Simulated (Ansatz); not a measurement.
# Is Re-Ti-Ti-Re stack of (111) layers a stable metal?, part 2 of 3

The plan: relax Re-Ti-Ti-Re stack of (111) layers, check its phonons, and, if the lattice is stable, compute its Eliashberg function and ρ(T).

Ansatz 0.2.0; DFT PBEsol, scalar-relativistic, plane waves, PAW; PAW set soft_1.

So far: Set-up; Rough relaxation; Relaxation.

## (4) Tight relaxation

Residual forces and stress shift phonon frequencies, so the cell is relaxed again, with tight thresholds and the mesh and smearing of this input.

The input, input.yaml:

```yaml
crystal:
  lattice:
    - [2.6844447973, 2.6515e-06, 0.0]
    - [-1.3422246949, 2.3247960638, 0.0]
    - [0.0, 0.0, 38.1180212893]
  atoms:
    - { symbol: Re, position: [0.0, 0.0, 0.1452322406] }
    - { symbol: Ti, position: [0.3333333333, 0.6666666667, 0.2070293058] }
    - { symbol: Ti, position: [0.6666666667, 0.3333333333, 0.269359798] }
    - { symbol: Re, position: [0.0, 0.0, 0.3311568632] }
  periodic: [true, true, false]
kpoints:
  mp_grid: { grid: [12, 12, 1] }
hamiltonian:
  xc: pbesol
  pseudopotentials: { kind: paw, azcp: { folder: soft_1 }, xc_functional: pbe }
scf:
  occupations: { method: methfessel_paxton, width: 0.2 }
output:
  forces: true
  stress: true
  eigenvalues: true
relax:
  adjacent_minimum: "off"
  f_tol: 0.001
  max_steps: 60
  cell: { stress_2d_tol: 0.002 }
```

Run with:

```bash
ansatz run input.yaml --threads 4 --pin off --max-ram 12288MiB --backend cpu --events-out ev --progress --plain --runs-dir out
```

Numbers of over 12 decimals in the logs are rounded to 6 here.

What it wrote:

```text
[the first part of the log is left out]
  E_aug_tail   = -0.000053  (compensation charges beyond the density's cutoff)
  E_ewald      = 128032.527088
  E_core_change = 0.745422  (= ΣΔE_core)
  E_smearing   = 0.002170  (= −TS)
  E_closure    = 0.000000  (closes the sum)
  Σ components = -26421.950477   (vs F -26421.950477, Δ=0.00e0)
--- Forces (eV/Å), atoms counted from 1 ---
  atom   1  Re    -0.00000000     0.00000000     0.00032003
  atom   2  Ti    -0.00000000     0.00000000    -0.00027132
[...]
0.000000       0.000000       0.000000
  P = ½ c Tr σ = 0.0009 N/m
--- Band table (eV; the first three rows and the last of 19) ---
[...]
--- Relaxed structure (4 steps of the walk, 4 accepted, 1 SCFs on fresh bases) ---
[...]
cell:  # Å, volume = 237.9468 Å³
    - [2.684784, 2.651825899374764e-6, 0]
    - [-1.342394, 2.325090, 0]
    - [0, 0, 38.1180212893]
  atoms:
    - { symbol: Re, position: [0, 0, 0.145304] }
    - { symbol: Ti, position: [0.333333, 0.666667, 0.207096] }
    - { symbol: Ti, position: [0.666667, 0.333333, 0.269293] }
    - { symbol: Re, position: [0, 0, 0.331085] }
```

Wall time 29 s (4 threads of Arm Neoverse N1, shared host); peak memory 0.69 GiB.

Little changed from the start: no atom moved by 0.005 Å and no cell edge by 0.1 %.

## (5) Phonons by linear response: q 2×2×1, k 8×8×1

Couplings are defined for a stable lattice alone, so phonons come first.

The input, input.yaml:

```yaml
crystal:
  lattice:
    - [2.6847843089, 2.6518e-06, 0.0]
    - [-1.342394451, 2.3250900893, 0.0]
    - [0.0, 0.0, 38.1180212893]
  atoms:
    - { symbol: Re, position: [0.0, 0.0, 0.145304083] }
    - { symbol: Ti, position: [0.3333333333, 0.6666666667, 0.2070963798] }
    - { symbol: Ti, position: [0.6666666667, 0.3333333333, 0.269292724] }
    - { symbol: Re, position: [0.0, 0.0, 0.3310850208] }
  periodic: [true, true, false]
kpoints:
  mp_grid: { grid: [8, 8, 1] }
hamiltonian:
  xc: pbesol
  pseudopotentials: { kind: paw, azcp: { folder: soft_1 }, xc_functional: pbe }
scf:
  occupations: { method: methfessel_paxton, width: 0.2 }
output:
  eigenvalues: true
phonons:
  method: dfpt
  qmesh: [2, 2, 1]
  temperatures: { t_max: 1000, t_step: 50 }
  qpath:
    path:
      - [0.0, 0.0, 0.0]
      - [0.5, 0.0, 0.0]
      - [0.33333333, 0.33333333, 0.0]
      - [0.0, 0.0, 0.0]
    npoints: 10
```

What it wrote:

```text
Warning: crystal.symmetry: narrowed to the stabiliser of the run's FFT grids — unitary ops 12 → 6. A phonons.method: dfpt run fills in the rows of the dynamical matrix that it does not solve by its symmetry operations, which is exact only for operations that map its FFT grids onto themselves: filled in by any other, the frequencies could depend on the order in which like atoms are typed, or, by more than the grids' own error, on where the crystal sits among the grids' points. Excluded: 6 operations. The run can therefore solve more perturbations, solve them on more k-points, or both, and cost more. [rest of the remark cut]
[...]
Crystal: 4 atoms, lattice volume = 237.947 Å³
Basis set: ecut = 420 eV, 4717 PW (Γ), exchange–correlation on 36×36×512 points (8 copies of the dense FFT grid, shifted against one another)
Bands: 33, of which v1, the nominal top of the filled ones, is band 27 counted from 1 (26 counted from 0)
Symmetry: 12 space group operations
k-points: 10 of 64 (irreducible under 6 space group operations, time reversal used)
[...]
SCF iter   1: F=—  HF=-26426.547423 eV  |F-HF|=—  |Δ(HF+E_count)|=         —  Δρ=6.34e-2  dr2=1.33e2  ethr=3.10e-3  ⟨swp⟩=15.9  Hψ=5536  notcnv=0
automatic band count: the SCF goes on with 39 bands, as 33 were too few: they end inside the smearing window of the response
[...]
SCF iter   2: F=—  HF=-26423.020298 eV  |F-HF|=—  |Δ(HF+E_count)|=    3.53e0  S|Δr|=    0.00e0  Δρ=3.38e-2  dr2=6.31e0  ethr=3.10e-3  ⟨swp⟩=4.9  Hψ=1161  notcnv=0  defer=43
[...]
SCF iter  14: F=-26421.967483 eV  HF=-26421.967483 eV  |F-HF|=2.76e-10  |Δ(HF+E_count)|=  1.31e-10  S|Δr|=    0.00e0  Δρ=1.70e-8  dr2=2.04e-12  ethr=1.00e-12  ⟨swp⟩=24.3  Hψ=3365  notcnv=0
SCF 1 converged in 14 iterations: F = -26421.967483 eV  dr2 = 2.04e-12
[...]
phonons: the bands overlap, so this run is a metal and interpolates without the dipole-dipole term. If the crystal is really an insulator or semiconductor, its LO-TO splitting is missing
NSCF: frozen V_eff on 10 k-points
[...]
DFPT response loops at q = (0, 0, 0) (fractional): preconditioner auto → none (partly filled bands, converged f_vac=0.699); β = 0.50; Broyden in place of MSR1
[...]
SCF converged after 14 iterations
Stability not checked: this state was not tested for a lower state beside it, because cold or Methfessel-Paxton smearing, or corrected tetrahedra, fill the levels in a way that the test cannot read (fill_not_monotonic; see scf.lower_state_search)
Free energy (F): -26421.967483 eV
[...]
Internal energy: -26421.985329 eV  (E = F + TS)
E sigma→0 (E₀):  -26421.971944 eV
Entropy (-TS):   0.017847 eV (4.462 meV/atom)
Fermi energy:    -5.229480 eV
[...]
--- Band table (eV; the first three rows and the last of 10) ---
  k-point 0: bands = [... 23 lower, -6.5313, -6.5307, -6.5307, -5.3662, -5.2724, -4.9624, -4.2141, -4.2141, ... 8 higher]
  k-point 1: bands = [... 23 lower, -6.6003, -6.1235, -6.0372, -5.9152, -5.9122, -5.0856, -4.4331, -4.3430, ... 8 higher]
  k-point 2: bands = [... 23 lower, -7.1294, -6.8388, -6.1729, -5.1863, -4.7863, -4.3594, -4.2789, -3.9944, ... 8 higher]
  k-point 9: bands = [... 23 lower, -6.8421, -6.5709, -6.4324, -6.3261, -5.5216, -5.4031, -4.0582, -3.6034, ... 8 higher]
--- Phonons (Γ-DFPT): 8 representative perturbations + reference (Σ response iterations 48) ---
  ASR residual: 2.380e-5 → 0.000e0 eV/Å²; symmetrization residual: 1.997e-5 eV/Å²
  The last average, over the group as it would stand without the narrowing to the FFT grids, took up to 6.936e-6 eV/Å² of the zone centre's force constants
  ASR residual per site (eV/Å²): 1.75e-5 1.67e-5 1.61e-5 2.38e-5
  Γ frequencies (cm⁻¹): -65.84 -65.84 -34.47 -34.47 0.00 0.00 0.00 56.77 87.67 87.67 224.71 269.58
--- Phonons (arbitrary-q DFPT): 2 irreducible q on the 2×2×1 mesh ---
  q = [0.0000, 0.0000, 0.0000] (star 1, of the zone-centre solve; hermiticity 3.02e-6, symmetrization 1.07e-6, taken by the last average 7.46e-7): -65.84 -65.84 -34.47 -34.47 -0.00 -0.00 0.00 56.77 87.67 87.67 224.71 269.58
  q = [0.0000, -0.5000, 0.0000] (star 3, 12 solved perturbations in 356 linear systems a pass and spin channel, the states on 34 of 64 k-point pairs; hermiticity 1.10e-6, symmetrization 4.75e-7, taken by the last average 3.20e-7): -56.41 -43.49 -40.30 -29.22 89.52 157.08 179.84 192.27 224.70 234.59 256.57 297.35
  sum rule: each row above includes the acoustic sum rule's correction from the zone centre's row sums; it moved no ω² by more than (0.31 cm⁻¹)²
  mesh force constants: q→R imaginary residual 1.93e-17; ASR residual 2.380e-5 → 0.000e0 eV/Å²; symmetrization residual 7.105e-15 eV/Å²
  interpolated dispersion: 31 rows × 12 modes
  density of states and harmonic sums: on the 26×26×1 q-mesh, interpolated from the force constants of a 2×2×1 supercell (no non-analytic term)
  largest difference from the sums on the solved wave vectors: F 4.14e-1 eV, S 5.83e-4 and C_V 1.69e-4 eV/K
  zero-point energy: 0.094719 eV/cell   skipped modes (ω ≤ 0): 205, of them read as no rigid motion or as one in doubt: 202 (2.784e0 modes/cell left out, lowest -65.86 cm⁻¹)   left out of the sums: 2.32e-1 of the cell's modes: C_V's classical limit lies that fraction below 3 k_B per atom; for a crystal, a wire or a layer, F and S can be off by more, and a phonons.interpolated_qmesh denser along its periods is the remedy for the sampling
```

It took 5.9 min on 4 threads; peak memory 1.3 GiB; 22 min of CPU time.

This step gave:

| Property | Result |
| --- | --- |
| share of imaginary modes in the plain interpolation between solved wavevectors | 0.2294 |
| highest frequency, solved or plainly interpolated | 297.4 cm⁻¹ |

Solved on the 2×2×1 mesh alone; all other wavevectors are interpolated. The phonon branches at the labelled points (cm⁻¹):

```
  point  branch 1  branch 2  branch 3  branch 4  branch 9  branch 10  branch 11  branch 12
      Γ       -66       -66       -34       -34        88         88        225        270
halfway       -53       -48       -30        10       174        187        232        257
      M       -56       -44       -40       -29       225        235        257        297
halfway       -44       -42        68        74       226        240        248        291
      K       -42       -20       125       125       196        248        248        283
halfway       -59       -36        24        46       188        218        235        253
      Γ       -66       -66       -34       -34        88         88        225        270
```

Among the solved wavevectors the lowest mode, translations apart, is -65.8 cm⁻¹, imaginary.

## (6) Phonons: q 3×3×1, k 9×9×1

An imaginary mode on so few k-points may come from the sampling, so the phonons are repeated with another q and k mesh.

Edit input.yaml of step 5 so:

```diff
@@ -12,3 +12,3 @@
 kpoints:
-  mp_grid: { grid: [8, 8, 1] }
+  mp_grid: { grid: [9, 9, 1] }
 hamiltonian:
@@ -22,3 +22,3 @@
   method: dfpt
-  qmesh: [2, 2, 1]
+  qmesh: [3, 3, 1]
   temperatures: { t_max: 1000, t_step: 50 }
```

What it wrote:

```text
[...]
Crystal: 4 atoms, lattice volume = 237.947 Å³
Basis set: ecut = 420 eV, 4717 PW (Γ), exchange–correlation on 36×36×512 points (8 copies of the dense FFT grid, shifted against one another)
Bands: 33, of which v1, the nominal top of the filled ones, is band 27 counted from 1 (26 counted from 0)
Symmetry: 12 space group operations
k-points: 12 of 81 (irreducible under 6 space group operations, time reversal used)
[...]
SCF iter   1: F=—  HF=-26426.396369 eV  |F-HF|=—  |Δ(HF+E_count)|=         —  Δρ=6.43e-2  dr2=1.40e2  ethr=3.10e-3  ⟨swp⟩=16.6  Hψ=6702  notcnv=0
[...]
SCF iter  13: F=-26421.936385 eV  HF=-26421.936385 eV  |F-HF|=4.40e-10  |Δ(HF+E_count)|=   3.51e-9  S|Δr|=    0.00e0  Δρ=4.81e-8  dr2=5.40e-12  ethr=1.00e-12  ⟨swp⟩=25.0  Hψ=4238  notcnv=0
SCF 1 converged in 13 iterations: F = -26421.936385 eV  dr2 = 5.40e-12
[...]
WARN: eigensolver did not converge (k=8): 1 band(s) unlocked after 2 eigensolves, warm-restarted (20 sweeps on the last) at ethr=2.32e-12 eV (storage-precision floor; scheduled 1.00e-12 eV) (lowest unlocked band 38, counted from 0; max residual 6.02e-5 eV among the unlocked bands, 6.02e-5 eV over every band; other slots of this pass that fall short are told together in one closing line; warning suppressed until the next SCF loop or pass starts)
WARN: eigensolver did not converge in 3 slots of this pass, the one above among them; of largest residual over every band (k=11): 1 band(s) unlocked (lowest unlocked band 38, counted from 0; max residual 4.20e-4 eV among the unlocked bands, 4.20e-4 eV over every band); of lowest unlocked band (k=8): band 38
[...]
SCF converged after 13 iterations
[...]
Free energy (F): -26421.936385 eV
[...]
Internal energy: -26421.931378 eV  (E = F + TS)
E sigma→0 (E₀):  -26421.935133 eV
Entropy (-TS):   -0.005007 eV (-1.252 meV/atom)
Fermi energy:    -5.392223 eV
[...]
--- Band table (eV; the first three rows and the last of 12) ---
  k-point 0: bands = [... 23 lower, -6.3924, -6.3915, -6.3915, -5.3590, -5.3461, -4.9649, -4.3139, -4.3139, ... 8 higher]
  k-point 1: bands = [... 23 lower, -6.6465, -5.9808, -5.9060, -5.9032, -5.8665, -5.1948, -4.4743, -4.4103, ... 8 higher]
  k-point 2: bands = [... 23 lower, -7.0835, -6.8588, -6.2750, -5.1527, -4.9494, -4.5831, -4.5506, -4.2790, ... 8 higher]
  k-point 11: bands = [... 23 lower, -6.9726, -6.9726, -6.9045, -6.5413, -5.6815, -5.6815, -3.7019, -3.7019, ... 8 higher]
[...]
ASR residual: 6.832e-5 → 0.000e0 eV/Å²; symmetrization residual: 2.838e-5 eV/Å²
[...]
ASR residual per site (eV/Å²): 6.66e-5 5.42e-5 2.99e-5 6.83e-5
[...]
--- Phonons (arbitrary-q DFPT): 3 irreducible q on the 3×3×1 mesh ---
[...]
interpolated dispersion: 31 rows × 12 modes
[...]
```

It took 14 min on 4 threads; peak memory 2 GiB; 55 min of CPU time.

Numbers from this step:

| Quantity | Value |
| --- | --- |
| share of imaginary modes in the plain interpolation between solved wavevectors | 0.1255 |
| highest frequency, solved or plainly interpolated | 315.8 cm⁻¹ |

Solved on the 3×3×1 mesh alone; all other wavevectors are interpolated. Phonon branches along the path, in cm⁻¹:

```
  point  branch 1  branch 2  branch 3  branch 4  branch 9  branch 10  branch 11  branch 12
      Γ       -83       -83       -51       -51        65         66        218        267
halfway       -44       -36       -28        59       163        199        262        272
      M       -37       -30        55        80       204        232        304        316
halfway        63        71        74        75       230        236        294        298
      K        90        90       113       113       261        264        264        274
halfway       -58        32        43        73       168        224        268        275
      Γ       -83       -83       -51       -51        65         66        218        267
```

The modes has structure finer than the step of the table below, so its rows give means over 10 cm⁻¹, whole bins alone (the curve runs from -93.2 to 335 cm⁻¹). Peaks (cm⁻¹: height): Re -28.6: 0.0373, 30.7: 0.0274, 73.8: 0.0649, 124.9: 0.0262, 168.0: 0.0415; Ti -50.1: 0.0114, 119.6: 0.0236, 146.5: 0.0321, 205.7: 0.0189, 238.1: 0.0527, 270.4: 0.0635, 297.3: 0.0383.

Phonopy on the run's constants, 21x21x1 mesh, Gaussian sigma 3.1 cm⁻¹. Table of modes by wavenumber; means over each step; values in 1/cm⁻¹/cell:

```
wavenumber (cm⁻¹)       Re       Ti
              -80   8.1e-4  0.00269
              -70  0.00113  0.00253
              -60  0.00574  0.00538
              -50   0.0175   0.0104
              -40   0.0257  0.00790
              -30   0.0325  0.00310
              -20   0.0254  0.00310
              -10  0.00579   4.0e-4
                0  0.00114   2.4e-4
               10  0.00751  0.00147
               20   0.0108  0.00170
               30   0.0243  0.00358
               40   0.0191  0.00571
               50   0.0193  0.00541
               60   0.0332  0.00815
               70   0.0554   0.0103
               80   0.0505   0.0138
               90   0.0202   0.0116
              100   0.0163   0.0129
              110   0.0153   0.0141
              120   0.0217   0.0222
              130   0.0184   0.0138
              140   0.0183   0.0228
              150   0.0239   0.0297
              160   0.0310   0.0243
              170   0.0377   0.0175
              180   0.0271   0.0165
              190   0.0119   0.0152
              200  0.00407   0.0139
              210  0.00194   0.0142
              220  0.00185   0.0183
              230  0.00310   0.0299
              240  0.00404   0.0440
              250   9.7e-4   0.0156
              260  0.00104   0.0160
              270  0.00314   0.0523
              280   8.1e-4   0.0264
              290   6.4e-4   0.0294
              300   6.2e-4   0.0335
              310   2.1e-4   0.0167
              320   2.4e-5  0.00307
              330        0   4.7e-6
```

No LO-TO term; unit eigenvectors of the mass-weighted matrix. Modes at Γ, with each element's share of the kinetic energy (negative means imaginary):

```
mode  frequency (cm⁻¹)  symmetry  Re %  Ti %
   1             -83.2        Eu    20    80
   2             -83.2        Eu    20    80
   3             -51.0        Eg    86    14
   4             -51.0        Eg    86    14
   5               0.0   unnamed    80    20
   6               0.0   unnamed    80    20
   7               0.0   unnamed    80    20
   8              65.3   unnamed    14    86
   9              65.3   unnamed    14    86
  10              66.2   unnamed    93     7
  11             217.5       A2u    20    80
  12             266.6       A1g     7    93
```

Displacements in mode 2 (-83.2 cm⁻¹), the largest set to 1:
```
Re1  0.15 -0.26  0.00
Ti2 -0.57  1.00  0.00
Ti3 -0.57  1.00  0.00
Re4  0.15 -0.26  0.00
```

Displacements in mode 12 (266.6 cm⁻¹), the largest set to 1:
```
Re1  0.00  0.00 -0.14
Ti2  0.00  0.00  1.00
Ti3  0.00  0.00 -1.00
Re4  0.00  0.00  0.14
```

Among the solved wavevectors the lowest mode, translations apart, is -83.2 cm⁻¹, imaginary.

(Part 2 of 3 ends here.)

[Logs are printed without paths, hosts, clocks, repeated set-up lines and the standing remarks that a program may print on its own settings, such as how far it seeks lower states.]

[Hosts, paths, dates, database ids (printed as entryN), source tags and the programs' standing remarks are cut or masked in the printed files.]
